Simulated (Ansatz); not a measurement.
# PbO2 (PbO2, Fm-3m): phonons and vibrational spectra, part 2 of 2

How does PbO2 (PbO2, Fm-3m) vibrate, and is this structure a minimum?

Ansatz 0.2.0; DFT PBEsol, scalar-relativistic, plane waves, PAW; PAW set soft_1.

So far. Step 4 (Tight relaxation): The forces vanish by symmetry and the pressure is 0.007 GPa, within the tolerances set. The cell now holds 12.61 Å³/atom. Step 5 (Linear response at the zone centre): Before it was imposed, the acoustic sum rule was missed by 2.8e-5 eV/Å². Small misses are needed for a sound result but don't prove that mesh and cutoff are converged. The lowest optical mode is real, 264 cm⁻¹. The relaxed cell has a = 5.329 Å (conventional setting).

The database entry behind the starting cell lists a pressure of 16.0 GPa, so it need not match the best structure at ambient conditions.

## Step 6: Response at finite wavevector

Stability and thermal properties need the whole zone. Linear response on a 4×4×4 q mesh gives force constants as far as a supercell of that size would.

File input.yaml:

```yaml
crystal:
  lattice:
    - [0.0, 2.6644545098, 2.6644545098]
    - [2.6644545098, 0.0, 2.6644545098]
    - [2.6644545098, 2.6644545098, 0.0]
  atoms:
    - { symbol: Pb, position: [0.0, 0.0, 0.0] }
    - { symbol: O, position: [0.25, 0.25, 0.25] }
    - { symbol: O, position: [0.75, 0.75, 0.75] }
kpoints:
  mp_grid: { grid: [16, 16, 16] }
hamiltonian:
  xc: pbesol
  pseudopotentials: { kind: paw, azcp: { folder: soft_1 }, xc_functional: pbe }
scf:
  occupations: { method: methfessel_paxton, width: 0.2 }
output:
  eigenvalues: true
phonons:
  method: dfpt
  qmesh: [4, 4, 4]
  temperatures: { t_max: 1000, t_step: 50 }
  qpath:
    path:
      - [[0.0, 0.0, 0.0], [0.5, 0.0, 0.5], [0.625, 0.25, 0.625]]
      - [[0.375, 0.375, 0.75], [0.0, 0.0, 0.0], [0.5, 0.5, 0.5], [0.5, 0.25, 0.75], [0.5, 0.0, 0.5]]
    npoints: 10
```

On the command line:

```
ansatz run input.yaml --threads 4 --pin off --max-ram 10240MiB --backend cpu --events-out ev --progress --plain --runs-dir out
```

Numbers of over 12 decimals in the logs are rounded to 6 here.

The log of the run:

```text
Warning: phonons: the dynamical matrix that this run interpolates holds no multipole term above the dipole-dipole one, and a site of this crystal is no centre of inversion, so its interpolated transverse optical and acoustic branches and sound speeds can stay off near Gamma, and the density of states and the thermodynamics with them. What a run solves at a wave vector of phonons.qpoints, Gamma apart, where the deck admits one, is free of this, and under fd what a larger phonons.supercell samples
[...]
Crystal: 3 atoms, lattice volume = 37.832 Å³
Basis set: ecut = 420 eV, 725 PW (Γ), exchange–correlation on 54×54×54 points (8 copies of the dense FFT grid, shifted against one another)
Bands: 17, of which v1, the nominal top of the filled ones, is band 13 counted from 1 (12 counted from 0)
Symmetry: 48 space group operations
k-points: 145 of 4096
[...]
SCF iter   1: F=—  HF=-12876.463689 eV  |F-HF|=—  |Δ(HF+E_count)|=         —  Δρ=6.71e-2  dr2=1.49e0  ethr=3.10e-3  ⟨swp⟩=6.0  Hψ=12856  notcnv=0
[...]
SCF iter  11: F=-12876.109668 eV  HF=-12876.109668 eV  |F-HF|=2.55e-11  |Δ(HF+E_count)|=  1.46e-10  S|Δr|=    0.00e0  Δρ=9.33e-8  dr2=1.76e-12  ethr=1.00e-12  ⟨swp⟩=8.4  Hψ=14291  notcnv=0
SCF 1 converged in 11 iterations: F = -12876.109668 eV  dr2 = 1.76e-12
[...]
SCF iter   1: F=—  HF=-12876.109668 eV  |F-HF|=—  |Δ(HF+E_count)|=         —  Δρ=7.37e-7  dr2=1.59e-10  ethr=1.99e-8  ⟨swp⟩=4.5  Hψ=21585  notcnv=0
eigensolver tolerance schedule: the retry pair's looser diagonalisation over-reported the residual by 32543.89 of it (diagonalisation noise at 0.26 of the residual, at the tolerance the schedule requests for it); recorded, not acted on — ethr = c·dr2/N_el stays at c = 1.0e-1
[...]
SCF iter   2: F=—  HF=-12876.109668 eV  |F-HF|=—  |Δ(HF+E_count)|=   3.74e-7  S|Δr|=    0.00e0  Δρ=6.22e-7  dr2=1.03e-10  ethr=1.00e-12  ⟨swp⟩=4.2  Hψ=6752  notcnv=0
[...]
SCF iter   4: F=-12876.109668 eV  HF=-12876.109668 eV  |F-HF|=5.46e-12  |Δ(HF+E_count)|=  5.46e-12  S|Δr|=    0.00e0  Δρ=1.10e-7  dr2=3.23e-12  ethr=1.00e-12  ⟨swp⟩=3.1  Hψ=8239  notcnv=0
SCF 2 converged in 4 iterations: F = -12876.109668 eV  dr2 = 3.23e-12
phonons: the bands overlap, so this run is a metal and interpolates without the dipole-dipole term. If the crystal is really an insulator or semiconductor, its LO-TO splitting is missing
NSCF: frozen V_eff on 145 k-points
[...]
DFPT response loops at q = (0, 0, 0) (fractional): preconditioner auto → Kerker (q_TF=auto, 2.563 Å⁻¹) (partly filled bands, converged f_vac=0.050); β = 1.00, the filter's whole step (`scf.mixing.beta` (0.50) is not read by the response loops under this deck's `scf.mixing.preconditioner`; to damp them name `kerker` or `kerker_dos`, under which they read `scf.mixing.beta`, and type it under 1.00, their step now; both keys bind the ground state too); Broyden in place of MSR1
[...]
SCF converged after 11 iterations
[...]
Free energy (F): -12876.109668 eV
[...]
Internal energy: -12876.113667 eV  (E = F + TS)
E sigma→0 (E₀):  -12876.110668 eV
Entropy (-TS):   0.003999 eV (1.333 meV/atom)
Fermi energy:    10.316335 eV
[...]
--- Band table (eV; the first three rows and the last of 145) ---
  k-point 0: bands = [... 9 lower, 8.2828, 8.2828, 9.0344, 9.0344, 9.0344, 17.3128, 17.3128, 17.3128]
  k-point 1: bands = [... 9 lower, 8.2418, 8.2418, 9.0304, 9.0304, 9.5626, 17.2046, 17.4013, 17.4013]
  k-point 2: bands = [... 9 lower, 8.1294, 8.1294, 9.0162, 9.0162, 10.3742, 16.9998, 17.6569, 17.6569]
  k-point 144: bands = [... 9 lower, 7.6072, 7.6072, 9.8958, 10.3560, 12.7806, 19.0910, 19.0910, 19.3383]
--- Phonons (Γ-DFPT): 2 representative perturbations + reference (Σ response iterations 7) ---
  ASR residual: 2.845e-5 → 0.000e0 eV/Å²; symmetrization residual: 3.245e-6 eV/Å²
  ASR residual per site (eV/Å²): 6.17e-6 2.84e-5 2.84e-5
  Γ frequencies (cm⁻¹): 0.00 0.00 0.00 263.89 263.89 263.89 431.57 431.57 431.57
--- Phonons (arbitrary-q DFPT): 8 irreducible q on the 4×4×4 mesh ---
  q = [0.0000, 0.0000, 0.0000] (star 1, of the zone-centre solve; hermiticity 8.95e-7, symmetrization 1.17e-12): -0.00 -0.00 -0.00 263.89 263.89 263.89 431.57 431.57 431.57
  q = [0.0000, 0.0000, 0.2500] (star 8, 2 solved perturbations on 2176 of 4096 k-point pairs; hermiticity 4.11e-7, symmetrization 6.34e-13): 64.03 64.03 100.45 304.01 304.01 399.31 418.06 418.06 435.68
[...]
q = [0.0000, 0.2500, 0.2500] (star 6, 4 solved perturbations in 3616 linear systems a pass and spin channel, the states on 1160 of 4096 k-point pairs; hermiticity 1.43e-7, symmetrization 4.58e-14): 17.91 17.91 132.79 203.44 203.44 291.42 465.65 465.65 471.48
[...]
sum rule: each row above includes the acoustic sum rule's correction from the zone centre's row sums; it moved no ω² by more than (0.70 cm⁻¹)²
  mesh force constants: q→R imaginary residual 5.73e-18; ASR residual 2.845e-5 → 0.000e0 eV/Å²; symmetrization residual 8.882e-15 eV/Å²
  interpolated dispersion: 62 rows × 9 modes
  density of states and harmonic sums: on the 20×20×20 q-mesh, interpolated from the force constants of a 4×4×4 supercell (no non-analytic term)
  largest difference from the sums on the solved wave vectors: F 1.62e-2 eV, S 2.05e-5 and C_V 6.59e-6 eV/K
  zero-point energy: 0.146132 eV/cell   skipped modes (ω ≤ 0): 142, of them read as no rigid motion or as one in doubt: 139 (5.126e-1 modes/cell left out, lowest -229.04 cm⁻¹)   left out of the sums: 5.70e-2 of the cell's modes: C_V's classical limit lies that fraction below 3 k_B per atom; for a crystal, a wire or a layer, F and S can be off by more, and a phonons.interpolated_qmesh denser along its periods is the remedy for the sampling
```

The job ended after 12 min (4 threads of Arm Neoverse V1, shared host; peak memory 5.2 GiB).

This step gave:

```yaml
sum_rule_residual_before_enforcement: 2.84e-5 eV/Å²
lowest_frequency_on_the_path: -229.0 cm⁻¹
highest_frequency_on_the_path_or_at_a_solved_wavevector: 538.5 cm⁻¹
lowest_mode_on_the_q_mesh_acoustic_modes_at_gamma_apart: -229.0 cm⁻¹
```

Frequencies (cm⁻¹) solved at each irreducible wavevector; negative means imaginary. Frequencies by wavevector, by row:

```csv
q in reciprocal lattice units,star,mode 1,mode 2,mode 3,mode 4,mode 5,mode 6,mode 7,mode 8,mode 9
0 0 0,1,0,0,0,263.9,263.9,263.9,431.6,431.6,431.6
0 0 0.25,8,64,64,100.5,304,304,399.3,418.1,418.1,435.7
0 0 -0.5,4,80.9,80.9,152.2,370.5,370.5,376.8,376.8,431.9,436
0 0.25 0.25,6,17.9,17.9,132.8,203.4,203.4,291.4,465.6,465.6,471.5
0 0.25 -0.5,24,80.7,102.1,110.4,145.5,214.7,270.2,461.6,474.9,510.8
0 0.25 -0.25,12,-38.8,82.2,132.9,143.8,325.6,363.9,406.9,457.2,495.4
0 -0.5 -0.5,3,-229,-70,-70,92.9,92.9,178,489.5,489.5,538.5
0.25 -0.5 -0.25,6,-189,-149,95.3,134.3,134.3,385.4,385.4,514.5,518.7
```

Interpolated from a 4×4×4 q mesh. The phonon branches at the labelled points (cm⁻¹):

```csv
point,branch 1,branch 2,branch 3,branch 4,branch 5,branch 6,branch 7,branch 8,branch 9
Γ,0,0,0,264,264,264,432,432,432
halfway,18,18,133,203,203,291,466,466,472
X,-229,-70,-70,93,93,178,490,490,538
halfway,-222,76,92,101,103,181,484,488,536
U,-197,90,118,145,183,245,468,481,528
jump to K,-197,90,118,145,183,245,468,481,528
halfway,38,75,118,202,361,372,396,434,476
Γ,0,0,0,264,264,264,432,432,432
halfway,64,64,100,304,304,399,418,418,436
L,81,81,152,370,370,377,377,432,436
halfway,84,112,131,183,196,391,392,490,493
W,-189,-149,95,134,134,385,385,514,519
halfway,-216,-98,95,106,157,233,464,499,533
X,-229,-70,-70,93,93,178,490,490,538
```

The phonon branches as a text plot (rows in cm⁻¹):

```
    523 |        ************                           *********
    491 |       ************ ****                    ****   *****
    459 |   *****        ******* ***               **        **
    427 |*** **             *** * *****************         *
    395 |  **                  *****        * *** **********
    363 |                    **** **       *   ****        *
    331 |  * **             *  * *  *     *  **    *
    299 | *    *           * **   **     * **       *       *
    267 |***                *       *******         *        *
    235 |   *** *        ***     ***                 *
    203 |      *        *       *                     *       *
    171 |       ******** **    *                      **     * **
    139 |      ***      ********              ********* ***** *
    107 |    **  **********     **          **      *************
     75 |  **          * ***********      **************       *
     43 | *                    *******   ***
     11 |********                 *******
    -21 |        *
    -53 |         *** *      **                         *       *
    -85 |            *                                  *     ***
   -117 |                   *                               **
   -149 |         **                                     ***
   -181 |                 **                             ***
   -213 |           ******                                  *****
         Γ           X  U|K            Γ         L        W     X
```

Tetrahedra on a 20×20×20 mesh, mean over bins of 10 cm-1. Interpolated from a 4×4×4 q mesh. Table of phonon density of states by wavenumber; read off at these points:

```csv
wavenumber (cm⁻¹),phonon density of states (1/cm⁻¹/cell)
-225,6.1e-4
-195,0.00233
-175,0.00247
-145,0.0021
-115,0.00239
-95,0.0022
-65,0.00245
-35,0.00222
-15,0.00226
15,0.00529
45,0.0114
65,0.0166
85,0.0446
95,0.0303
125,0.0355
145,0.0249
175,0.00941
195,0.00823
225,0.00873
255,0.0106
275,0.0101
305,0.00981
335,0.0105
355,0.0113
375,0.0161
385,0.00758
415,0.0156
435,0.0199
465,0.0283
485,0.0329
495,0.0261
515,0.0155
545,0
```

The partial phonon density of states has structure finer than the step of the table below, so its rows give means over 25 cm⁻¹, whole bins alone (the curve runs from -238 to 564 cm⁻¹). Peaks (cm⁻¹: height): O 483.5: 0.0312; Pb 85.0: 0.0419, 130.4: 0.0285.

Phonopy on the run's constants, 19x19x19 mesh, Gaussian sigma 5.7 cm-1. Interpolated from a 4×4×4 q mesh. The partial phonon density of states by wavenumber; means over each step; values in 1/cm⁻¹/cell:

```csv
wavenumber (cm⁻¹),O,Pb
-225,8.8e-4,0
-200,0.00227,0
-175,0.00260,0
-150,0.00219,7.7e-6
-125,0.00249,2.1e-5
-100,0.00279,7.7e-5
-75,0.00203,1.1e-4
-50,0.00265,3.8e-4
-25,0.00106,3.7e-4
0,5.0e-4,7.9e-4
25,0.00206,0.00489
50,0.00317,0.00890
75,0.00334,0.0279
100,0.00238,0.0241
125,0.00391,0.0250
150,0.00461,0.0181
175,0.00496,0.00363
200,0.00653,0.00152
225,0.00751,9.3e-4
250,0.00954,8.3e-4
275,0.00963,5.6e-4
300,0.00930,3.3e-4
325,0.00993,2.3e-4
350,0.0109,1.7e-4
375,0.0121,1.5e-4
400,0.0137,1.5e-4
425,0.0172,1.8e-4
450,0.0249,2.4e-4
475,0.0298,2.0e-4
500,0.0232,1.3e-4
525,0.0110,4.0e-5
550,8.1e-4,3.0e-7
```

Symmetry leaves 8 wavevectors to solve. The lowest mode among them, the acoustic zeros apart, lies at q = (0, -0.5, -0.5) and is imaginary, 229.0i cm⁻¹, so the energy falls along it.

## Step 7: Another isotope, element O, natural mass 15.999 amu

An isotope changes the mass and not the force constants, so no new electronic calculation is needed; the shifts show which modes move this element.

The same force constants with the mass of O changed from 15.999 to 17.999 u (phonopy, no LO-TO term). Both lists are sorted by frequency; levels can cross, so a row need not hold one and the same mode. Modes under 3 cm⁻¹ are left out. Isotope shifts, by row:

```csv
q,rank,natural mass (cm⁻¹),changed mass (cm⁻¹)
0 0 0,4,263.9,250.9
0 0 0,5,263.9,250.9
0 0 0,6,263.9,250.9
0 0 0,7,431.6,406.9
0 0 0,8,431.6,406.9
0 0 0,9,431.6,406.9
0 0 0.25,1,64.03,63.8
0 0 0.25,2,64.03,63.8
0 0 0.25,3,100.5,99.91
0 0 0.25,4,304,287.6
0 0 0.25,5,304,287.6
0 0 0.25,6,399.3,378.5
0 0 0.25,7,418.1,394.2
0 0 0.25,8,418.1,394.2
0 0 0.25,9,435.7,410.8
0 0 -0.5,1,80.91,80.82
0 0 -0.5,2,80.91,80.82
0 0 -0.5,3,152.2,152.1
0 0 -0.5,4,370.5,349.3
0 0 -0.5,5,370.5,349.3
0 0 -0.5,6,376.8,355.6
0 0 -0.5,7,376.8,355.6
0 0 -0.5,8,431.9,407.6
0 0 -0.5,9,436,411
0 0.25 0.25,1,17.91,17.68
0 0.25 0.25,2,17.91,17.68
0 0.25 0.25,3,132.8,132.5
0 0.25 0.25,4,203.4,194.3
0 0.25 0.25,5,203.4,194.3
0 0.25 0.25,6,291.4,274.8
0 0.25 0.25,7,465.6,439.1
0 0.25 0.25,8,465.6,439.1
0 0.25 0.25,9,471.5,445.5
```

A mode of this element alone would shift by -5.72 %. The highest zone-centre frequency without the field goes from 431.6 to 406.9 cm⁻¹ (-5.7 %). The product of the frequency ratios over all optical modes at Γ is 0.720; the product rule, (m/m′)^(3k/2) (M′/M)^(3/2) with k = 2 such atoms and M the mass of the cell, gives 0.720.

## Step 8: Isotope substitution, element Pb, natural mass 207.2 amu

The same for Pb, from 207.20 to 203.97 u.

A mode of this element alone would shift by +0.79 %. The highest zone-centre frequency without the field goes from 431.6 to 431.6 cm⁻¹ (+0.0 %). The product of the frequency ratios over all optical modes at Γ is 1.003; the product rule, (m/m′)^(3k/2) (M′/M)^(3/2) with k = 1 such atoms and M the mass of the cell, gives 1.003.

## Step 9: Summary of results

| Property | Result |
| --- | --- |
| space group after relaxation (within 0.01 Å) | Fm-3m |
| volume per atom | 12.6 Å³ |
| electronic character | no gap on this mesh |
| highest optical mode at the zone centre (no LO-TO term) | 432 cm⁻¹ |
| lowest optical zone-centre mode | 264 cm⁻¹ |
| lowest mode on the q mesh (acoustic modes at Γ apart) | -229 cm⁻¹ |
| highest frequency on the path or at a solved wavevector | 539 cm⁻¹ |
| imaginary modes on the 4×4×4 q mesh | yes |

What this shows: Modes are clearly imaginary (beyond 10i cm⁻¹) at 3 of the 8 irreducible wavevectors, most at q = (0, -0.5, -0.5) (229.0i cm⁻¹), so this structure is not a minimum of the energy. The optical modes at Γ span 264 to 432 cm⁻¹. The highest mode in this list at Γ, 431.6 cm⁻¹, is mostly motion of O (100 % of the kinetic energy). With no gap, or one that is small against the smearing, the frequencies hang on the k mesh and the smearing, most of all near Kohn anomalies. Spin-orbit coupling is left out, which can matter for the heavy elements here. The PAW files were made for PBE and serve the other functionals too. These are harmonic frequencies at zero temperature: anharmonic shifts, linewidths and thermal expansion are left out.

[Logs are printed without paths, hosts, clocks, repeated set-up lines and the standing remarks that a program may print on its own settings, such as how far it seeks lower states.]

[Hosts, paths, dates, database ids (printed as entryN), source tags and the programs' standing remarks are cut or masked in the printed files.]
